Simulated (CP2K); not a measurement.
Two runs for the C K edge of 2-hydroxypyrrole. Run A: CP2K XAS_TDP, all-electron GAPW, PBEh(45%), aug-cc-pVDZ, TDA, no relativity. Run B differs in one setting.

First lines with a strength over 0.0015. A:

| atom | energy (eV) | states | strength, one atom |
| --- | --- | --- | --- |
| C2 (bonded to C, N and O) | 284.41 | 1 | 0.0642 |
|  | 285.85 | 1 | 0.0038 |
|  | 286.74 | 1 | 0.0135 |
|  | 287.72 | 1 | 0.0015 |
|  | 287.81 | 1 | 0.0065 |
| C3 (bonded to 2 C and H) | 282.77 | 1 | 0.0457 |
|  | 283.97 | 1 | 0.0089 |
|  | 284.00 | 1 | 0.0032 |
|  | 284.85 | 1 | 0.0025 |
|  | 285.26 | 1 | 0.0025 |
| C4 (bonded to 2 C and H) | 282.18 | 1 | 0.0508 |
|  | 283.84 | 1 | 0.0039 |
|  | 284.11 | 1 | 0.0050 |
|  | 284.95 | 1 | 0.0037 |
|  | 285.23 | 1 | 0.0016 |
| C5 (bonded to C, N and H) | 282.83 | 1 | 0.0501 |
|  | 284.23 | 1 | 0.0085 |
|  | 284.87 | 1 | 0.0044 |
|  | 286.10 | 1 | 0.0028 |
|  | 286.39 | 1 | 0.0046 |

B:

| atom | energy (eV) | states | strength, one atom |
| --- | --- | --- | --- |
| C2 (bonded to C, N and O) | 284.69 | 1 | 0.0643 |
|  | 286.16 | 1 | 0.0037 |
|  | 287.04 | 1 | 0.0135 |
|  | 288.10 | 1 | 0.0065 |
|  | 288.25 | 1 | 0.0031 |
| C3 (bonded to 2 C and H) | 282.98 | 1 | 0.0460 |
|  | 284.21 | 1 | 0.0032 |
|  | 284.22 | 1 | 0.0090 |
|  | 285.10 | 1 | 0.0025 |
|  | 285.50 | 1 | 0.0024 |
| C4 (bonded to 2 C and H) | 282.40 | 1 | 0.0510 |
|  | 284.10 | 1 | 0.0037 |
|  | 284.37 | 1 | 0.0053 |
|  | 285.18 | 1 | 0.0037 |
|  | 285.49 | 1 | 0.0016 |
| C5 (bonded to C, N and H) | 283.11 | 1 | 0.0502 |
|  | 284.52 | 1 | 0.0086 |
|  | 285.16 | 1 | 0.0044 |
|  | 286.38 | 1 | 0.0028 |
|  | 286.67 | 1 | 0.0048 |

Q: Which was it: GW2X switched on, scalar relativity switched on, the functional, the basis?

Scalar relativity switched on. Relativity shifts all lines of an element by nearly the same amount and keeps their strengths. Against PBEh(45%) in aug-cc-pVDZ, the leading lines move by +0.28 eV (C2, to 284.69), +0.21 eV (C3, to 282.98), +0.22 eV (C4, to 282.40) and +0.28 eV (C5, to 283.11).

[Hosts, paths, dates, database ids (printed as entryN), source tags and the programs' standing remarks are cut or masked in the printed files.]
